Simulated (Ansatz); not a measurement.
**Lattice dynamics of MgTiTe3 (built on the sites of a database entry of BaTiO3)**

The cell of MgTiTe3 (built on the sites of a database entry of BaTiO3) is at rest. What are its phonons?

Calculated with Ansatz 0.2.0; DFT PBE+D3(BJ), scalar-relativistic, plane waves, PAW.

The structure was built from a prototype and need not be the compound's stable phase.

### Step 1. Starting point

It takes space group P4mm (No. 99, tetragonal). The conventional cell has a = 5.478 Å, b = 5.478 Å, c = 5.464 Å, α = 90.00°, β = 90.00°, γ = 90.00°. Mg has 4 Te at 2.86 Å nearest. Nearest to Ti lie 6 Te at 2.46 to 3.01 Å. Nearest to Te lie 2 Ti at 2.46 to 3.01 Å. Nearest to Te lie 2 Ti at 2.83 Å and 2 Mg at 2.86 Å. Farther neighbours and most contacts between anions are not listed.

### Step 2. Linear response at the zone centre

The cell comes from relaxations at this level that are not shown. The zone centre is the only wavevector solved here; it holds the modes that light can see, as far as symmetry allows. No field response is asked, since the mesh shows no gap.

File input.yaml:

```yaml
crystal:
  lattice:
    - [5.4777658673, 0.0, 0.0]
    - [0.0, 5.4777658673, 0.0]
    - [0.0, 0.0, 5.4637026632]
  atoms:
    - { symbol: Mg, position: [0.0, 0.0, -0.2305991639] }
    - { symbol: Ti, position: [0.5, 0.5, 0.4898131398] }
    - { symbol: Te, position: [0.5, 0.5, 0.0402955509] }
    - { symbol: Te, position: [0.5, 0.0, 0.6217452365] }
    - { symbol: Te, position: [0.0, 0.5, 0.6217452365] }
kpoints:
  mp_grid: { grid: [8, 8, 8] }
hamiltonian:
  xc: pbe
  dispersion: d3bj
scf:
  occupations: { method: methfessel_paxton, width: 0.2 }
output:
  eigenvalues: true
phonons:
  method: dfpt
```

The run is started by

```bash
> ansatz run input.yaml --threads 8 --pin off --max-ram 14336MiB --backend cpu --events-out ev --progress --plain --runs-dir out
```

Numbers of over 12 decimals in the logs are rounded to 6 here.

Output:

```text
zone centre: on kpoints.mp_grid the ground state, and the responses unless they are solved on pairs of k-points, stand on 125 of the mesh's 512 k-points, reduced under 4 symmetry operations, with k and −k counted as one. Each operation leaves every solved displacement unchanged or reverses it
Engine: ansatz 0.2.0, aarch64-unknown-linux-gnu
Pseudopotentials: kind: paw
Pseudopotential: Mg, paw, valence charge 10, recommended cutoff 420 eV (normal), Mg.paw.azcp
Pseudopotential: Ti, paw, valence charge 12, recommended cutoff 420 eV (normal), Ti.paw.azcp
Pseudopotential: Te, paw, valence charge 16, recommended cutoff 420 eV (normal), Te.paw.azcp
Functional definition: PBE
  parameter kappa = 0.804
  parameter beta = 0.066725
  exchange = pbe_x(kappa = kappa, mu = beta*pi^2/3)
  correlation = pbe_c(beta = beta)
Crystal: 5 atoms, lattice volume = 163.943 Å³
Basis set: ecut = 420 eV, 3191 PW (Γ), exchange–correlation on 80×80×80 points (8 copies of the dense FFT grid, shifted against one another)
Bands: 42, of which v1, the nominal top of the filled ones, is band 35 counted from 1 (34 counted from 0)
Symmetry: 8 space group operations
k-points: 125 of 512 (irreducible under 4 space group operations, time reversal used)
Non-local potential: Mg, projectors of the file, l = 0: 3, l = 1: 2, l = 2: 1
Non-local potential: Ti, projectors of the file, l = 0: 3, l = 1: 2, l = 2: 3, l = 3: 1
Non-local potential: Te, projectors of the file, l = 0: 2, l = 1: 2, l = 2: 2, l = 3: 2
PAW form: soft (Blöchl's): semilocal exchange-correlation on the pseudo side does not see the compensation charge
PAW one-centre angular grid: Mg, 110 points (default); XC on 64 Gauss nodes
PAW one-centre angular grid: Ti, 590 points (default); XC on 64 Gauss nodes
PAW one-centre angular grid: Te, 590 points (default); XC on 64 Gauss nodes
Initial density: superposition of atomic densities (neutral atoms: chi_scale 0, normalization atom), corrected by the library's trained network
Initial wavefunctions: pseudopotential atomic-orbital guess
Functional: x = pbe(κ = 0.804, μ = 0.219515), c = pbe(β = 0.066725)
SCF iter   1: F=—  HF=-25366.908500 eV  |F-HF|=—  |Δ(HF+E_count)|=         —  Δρ=4.54e-3  dr2=2.54e-2  ethr=1.77e-3  ⟨swp⟩=7.0  Hψ=20757  notcnv=0
preconditioner: auto → none  [metal: Δε(μ)=0.068 eV  Ē_g=6.356 eV  σ=0.200 eV  W_gap=0.28  n_scr=32 (ndim 8)  ℏωp=14.2 eV  f_vac=0.153  D(μ)=1.05/eV (n_scr^D=0)  sad-step TF]
SCF iter   2: F=—  HF=-25366.904446 eV  |F-HF|=—  |Δ(HF+E_count)|=   4.05e-3  S|Δr|=    0.00e0  Δρ=2.39e-3  dr2=8.47e-3  ethr=3.63e-5  ⟨swp⟩=2.2  Hψ=10260  notcnv=0
SCF iter   3: F=—  HF=-25366.918052 eV  |F-HF|=—  |Δ(HF+E_count)|=   1.36e-2  S|Δr|=    0.00e0  Δρ=7.05e-3  dr2=1.69e-1  ethr=1.21e-5  ⟨swp⟩=2.0  Hψ=9641  notcnv=0  recentre
SCF iter   4: F=—  HF=-25366.905020 eV  |F-HF|=—  |Δ(HF+E_count)|=   1.30e-2  S|Δr|=    0.00e0  Δρ=1.63e-3  dr2=8.69e-3  ethr=1.21e-5  ⟨swp⟩=2.0  Hψ=9842  notcnv=0
SCF iter   5: F=—  HF=-25366.904370 eV  |F-HF|=—  |Δ(HF+E_count)|=   6.51e-4  S|Δr|=    0.00e0  Δρ=2.99e-4  dr2=9.15e-5  ethr=1.21e-5  ⟨swp⟩=1.1  Hψ=5256  notcnv=0
SCF iter   6: F=—  HF=-25366.904442 eV  |F-HF|=—  |Δ(HF+E_count)|=   7.20e-5  S|Δr|=    0.00e0  Δρ=6.11e-5  dr2=5.82e-6  ethr=1.31e-7  ⟨swp⟩=2.7  Hψ=9805  notcnv=0
SCF iter   7: F=—  HF=-25366.904442 eV  |F-HF|=—  |Δ(HF+E_count)|=   2.86e-7  S|Δr|=    0.00e0  Δρ=1.76e-5  dr2=5.46e-7  ethr=8.31e-9  ⟨swp⟩=2.3  Hψ=8329  notcnv=0
SCF iter   8: F=—  HF=-25366.904442 eV  |F-HF|=—  |Δ(HF+E_count)|=   2.02e-7  S|Δr|=    0.00e0  Δρ=7.55e-6  dr2=1.83e-7  ethr=7.80e-10  ⟨swp⟩=2.3  Hψ=9188  notcnv=0
SCF iter   9: F=—  HF=-25366.904442 eV  |F-HF|=—  |Δ(HF+E_count)|=   1.37e-8  S|Δr|=    0.00e0  Δρ=1.18e-6  dr2=2.45e-9  ethr=2.61e-10  ⟨swp⟩=2.0  Hψ=6002  notcnv=0
SCF iter  10: F=—  HF=-25366.904442 eV  |F-HF|=—  |Δ(HF+E_count)|=   1.58e-9  S|Δr|=    0.00e0  Δρ=4.78e-7  dr2=6.59e-10  ethr=3.49e-12  ⟨swp⟩=2.0  Hψ=9380  notcnv=0
SCF iter  11: F=—  HF=-25366.904442 eV  |F-HF|=—  |Δ(HF+E_count)|=  1.46e-11  S|Δr|=    0.00e0  Δρ=1.22e-7  dr2=2.00e-11  ethr=1.00e-12  ⟨swp⟩=2.0  Hψ=6447  notcnv=0
SCF iter  12: F=-25366.904442 eV  HF=-25366.904442 eV  |F-HF|=0.00e0  |Δ(HF+E_count)|=  2.91e-11  S|Δr|=    0.00e0  Δρ=4.46e-8  dr2=2.56e-12  ethr=1.00e-12  ⟨swp⟩=8.9  Hψ=25956  notcnv=0
SCF 1 converged in 12 iterations: F = -25366.904442 eV  dr2 = 2.56e-12
  greatest PAW one-centre occupation: 1.000 electrons in one spin orbital (limit 2), on the Mg atom at site 0 (counted from 0), in its partial waves of l = 0
DFPT response loops at Γ: preconditioner auto → none (partly filled bands, converged f_vac=0.155); β = 0.50; Broyden in place of MSR1
SCF converged after 12 iterations
Stability not checked: this state was not tested for a lower state beside it, because cold or Methfessel-Paxton smearing, or corrected tetrahedra, fill the levels in a way that the test cannot read (fill_not_monotonic; see scf.lower_state_search)
Free energy (F): -25366.904442 eV
Harris-Foulkes:  -25366.904442 eV  (|F-HF|=0.00e0)
Internal energy: -25366.912487 eV  (E = F + TS)
E sigma→0 (E₀):  -25366.906453 eV
Entropy (-TS):   0.008045 eV (1.609 meV/atom)
Fermi energy:    7.057950 eV
Step filling:    the computed levels leave a gap of 0.0000 eV = 0.0 smearing widths at the electron count; against every level under it full and every level over it empty, smearing changes F+E_penalty+E_count by +2.878 meV and its σ→0 estimate by +0.867 meV
--- Per-component energies (eV) ---
  E_band       = -1447.167998
  E_kinetic    = 890.353002
  E_local      = -7856.985851  (includes V_loc(G=0)·N_el)
  E_nonlocal   = -825.154220
  E_hartree    = 4079.303202
  E_xc         = -499.148233
  E_vxc        = -471.569471  (∫ρ·V_xc dr)
  E_paw        = -15329.091560  (= ΣΔE_a)
  E_vpaw       = -1342.417441  (= ΣTr[D̂ρ^β])
  E_aug_tail   = -0.000479  (compensation charges beyond the density's cutoff)
  E_ewald      = -5824.441446
  E_disp       = -1.746901  (pairwise vdW)
  E_smearing   = 0.008045  (= −TS)
  E_closure    = 0.000000  (closes the sum)
  Σ components = -25366.904442   (vs F -25366.904442, Δ=0.00e0)
--- Band table (eV; the first three rows and the last of 125) ---
  k-point 0: bands = [... 31 lower, 5.5983, 5.7595, 6.0065, 6.0065, 6.9699, 7.4166, 8.3007, 8.3007, ... 3 higher]
  k-point 1: bands = [... 31 lower, 5.5330, 5.5409, 6.0231, 6.0231, 6.9744, 7.4975, 8.3282, 8.3282, ... 3 higher]
  k-point 2: bands = [... 31 lower, 5.2320, 5.4090, 6.0517, 6.0517, 6.9853, 7.7095, 8.3100, 8.3873, ... 3 higher]
  k-point 124: bands = [... 31 lower, 4.7115, 6.6513, 7.0220, 7.1368, 7.1368, 8.3989, 8.3989, 8.4242, ... 3 higher]
--- Phonons (Γ-DFPT): 9 representative perturbations + reference, on 125 of 512 k-points (Σ response iterations 32) ---
  k mesh reduced under 4 symmetry operations, with k and −k counted as one. Each operation leaves every solved displacement unchanged or reverses it
  ASR residual: 5.168e-5 → 0.000e0 eV/Å²; symmetrization residual: 1.042e-5 eV/Å²
  pairwise dispersion correction: d3bj (s6 = 1.0, s8 = 0.7875, a1 = 0.4289, a2_bohr = 4.4407), with the weights of each atom's references fixed at the reference crystal's, and the forces and stress that the weights' published response gives there kept as a pressure on the atom's counted neighbours (hamiltonian.dispersion)
  ASR residual per site (eV/Å²): 2.74e-5 3.92e-5 5.17e-5 3.68e-6 3.68e-6
  Γ frequencies (cm⁻¹): -41.71 -41.71 0.00 0.00 0.00 35.51 84.73 84.73 89.42 122.03 191.01 191.01 214.68 214.68 315.23
  non-analytic LO–TO correction: not included (Born effective charges unavailable; polar crystals: no LO–TO splitting at Γ)
```

It took 1.9 min on 8 threads of Arm Neoverse V2, shared host; peak memory 3 GiB; 14 min of CPU time.

Reading the cycles: dr2 is the Hartree energy of the density residual (eV), the measure of convergence; HF is the Harris–Foulkes estimate of the energy, which meets the free energy F at convergence.

This step gave:

- volume per atom: 32.79 Å³
- gap on the k-mesh: 0 eV
- sum-rule residual before enforcement: 5.17e-5 eV/Å²
- point group: 4mm
- highest optical mode at the zone centre (no LO-TO term): 315.2 cm⁻¹
- lowest optical zone-centre mode: -41.71 cm⁻¹

Patterns of degenerate modes are one choice out of their space. The modes at Γ (shares of kinetic energy by element, %) (negative means imaginary):

| mode | frequency (cm⁻¹) | symmetry | Mg % | Ti % | Te % |
| --- | --- | --- | --- | --- | --- |
| 1 | -41.7 | E | 11 | 9 | 81 |
| 2 | -41.7 | E | 11 | 9 | 81 |
| 3 | 0.0 | acoustic | 5 | 11 | 84 |
| 4 | 0.0 | acoustic | 5 | 11 | 84 |
| 5 | 0.0 | acoustic | 5 | 11 | 84 |
| 6 | 35.5 | B1 | 0 | 0 | 100 |
| 7 | 84.7 | E | 1 | 21 | 79 |
| 8 | 84.7 | E | 1 | 21 | 79 |
| 9 | 89.4 | A1 | 6 | 14 | 79 |
| 10 | 122.0 | A1 | 88 | 0 | 12 |
| 11 | 191.0 | E | 7 | 57 | 35 |
| 12 | 191.0 | E | 7 | 57 | 35 |
| 13 | 214.7 | E | 76 | 3 | 21 |
| 14 | 214.7 | E | 76 | 3 | 21 |
| 15 | 315.2 | A1 | 0 | 75 | 25 |

Displacements in mode 2 (-41.7 cm⁻¹), the largest set to 1:
```
Mg1  1.00  0.41  0.00
Ti2 -0.63 -0.26  0.00
Te3 -0.60 -0.25  0.00
Te4  0.97 -0.14  0.00
Te5 -0.33  0.40  0.00
```

Displacements in mode 8 (84.7 cm⁻¹), the largest set to 1:
```
Mg1  0.23 -0.01  0.00
Ti2 -1.00  0.06  0.00
Te3  0.96 -0.06  0.00
Te4  0.07  0.04  0.00
Te5 -0.70  0.00  0.00
```

Before it was imposed, the acoustic sum rule was missed by 5.2e-5 eV/Å². Small misses are needed for a sound result but don't prove that mesh and cutoff are converged. The lowest optical mode is imaginary, 41.7i cm⁻¹, so the energy falls along it.

### Step 3. Isotope substitution, element Mg, natural mass 24.305 amu

An isotope changes the mass and not the force constants, so no new electronic calculation is needed; the shifts show which modes move this element.

The same force constants with the mass of Mg changed from 24.305 to 25.983 u (phonopy, no LO-TO term). Both lists are sorted by frequency; levels can cross, so a row need not hold one and the same mode. Modes under 3 cm⁻¹ are left out. Isotope shifts, by row:

| q | rank | natural mass (cm⁻¹) | changed mass (cm⁻¹) |
| --- | --- | --- | --- |
| 0 0 0 | 1 | -41.71 | -41.55 |
| 0 0 0 | 2 | -41.71 | -41.55 |
| 0 0 0 | 6 | 35.51 | 35.51 |
| 0 0 0 | 7 | 84.73 | 84.72 |
| 0 0 0 | 8 | 84.73 | 84.72 |
| 0 0 0 | 9 | 89.42 | 89.21 |
| 0 0 0 | 10 | 122 | 118.5 |
| 0 0 0 | 11 | 191 | 190.4 |
| 0 0 0 | 12 | 191 | 190.4 |
| 0 0 0 | 13 | 214.7 | 209.5 |
| 0 0 0 | 14 | 214.7 | 209.5 |
| 0 0 0 | 15 | 315.2 | 315.2 |

A mode of this element alone would shift by -3.28 %. The highest zone-centre frequency without the field goes from 315.2 to 315.2 cm⁻¹ (-0.0 %).

### Step 4. Another isotope, element Te, natural mass 127.6 amu

The same for Te, from 127.60 to 129.91 u.

A mode of this element alone would shift by -0.89 %. The highest zone-centre frequency without the field goes from 315.2 to 314.5 cm⁻¹ (-0.2 %).

### Step 5. Isotope substitution, element Ti, natural mass 47.867 amu

The same for Ti, from 47.87 to 49.94 u.

The same force constants with the mass of Ti changed from 47.867 to 49.945 u (phonopy, no LO-TO term). Both lists are sorted by frequency; levels can cross, so a row need not hold one and the same mode. Modes under 3 cm⁻¹ are left out. Isotope shifts, by row:

| q | rank | natural mass (cm⁻¹) | changed mass (cm⁻¹) |
| --- | --- | --- | --- |
| 0 0 0 | 1 | -41.71 | -41.63 |
| 0 0 0 | 2 | -41.71 | -41.63 |
| 0 0 0 | 6 | 35.51 | 35.51 |
| 0 0 0 | 7 | 84.73 | 84.36 |
| 0 0 0 | 8 | 84.73 | 84.36 |
| 0 0 0 | 9 | 89.42 | 89.14 |
| 0 0 0 | 10 | 122 | 122 |
| 0 0 0 | 11 | 191 | 188.7 |
| 0 0 0 | 12 | 191 | 188.7 |
| 0 0 0 | 13 | 214.7 | 214.6 |
| 0 0 0 | 14 | 214.7 | 214.6 |
| 0 0 0 | 15 | 315.2 | 310.3 |

A mode of this element alone would shift by -2.10 %. The highest zone-centre frequency without the field goes from 315.2 to 310.3 cm⁻¹ (-1.6 %).

### Step 6. Results

```yaml
space_group_within_0p01_a: P4mm
volume_per_atom: 32.8 Å³
electronic_character: no gap on this mesh
highest_optical_mode_at_the_zone_centre_no_lo_to_term: 315 cm⁻¹
lowest_optical_zone_centre_mode: -41.7 cm⁻¹
imaginary_modes_at_gamma_the_only_wavevector_solved: yes
```

A zone-centre mode is imaginary (41.7i cm⁻¹), so this structure is not a minimum of the energy. The optical modes at Γ span -42 to 315 cm⁻¹ (negative means imaginary). The dispersion is not part of this account. The highest mode in this list at Γ, 315.2 cm⁻¹, is mostly motion of Ti (75 % of the kinetic energy). With no gap, or one that is small against the smearing, the frequencies hang on the k mesh and the smearing, most of all near Kohn anomalies. A semilocal functional can close a gap that the real compound would have, so the metallic treatment may be an artefact of the level. Spin-orbit coupling is left out, which can matter for the heavy elements here. In the phonons the program treats the change of the C6 weights of the dispersion term with coordination only in part. The starting cell was built on a prototype and not taken from a measurement, so the phase need not exist. These are harmonic frequencies at zero temperature: anharmonic shifts, linewidths and thermal expansion are left out.

[Logs are printed without paths, hosts, clocks, repeated set-up lines and the standing remarks that a program may print on its own settings, such as how far it seeks lower states.]

[Hosts, paths, dates, database ids (printed as entryN), source tags and the programs' standing remarks are cut or masked in the printed files.]
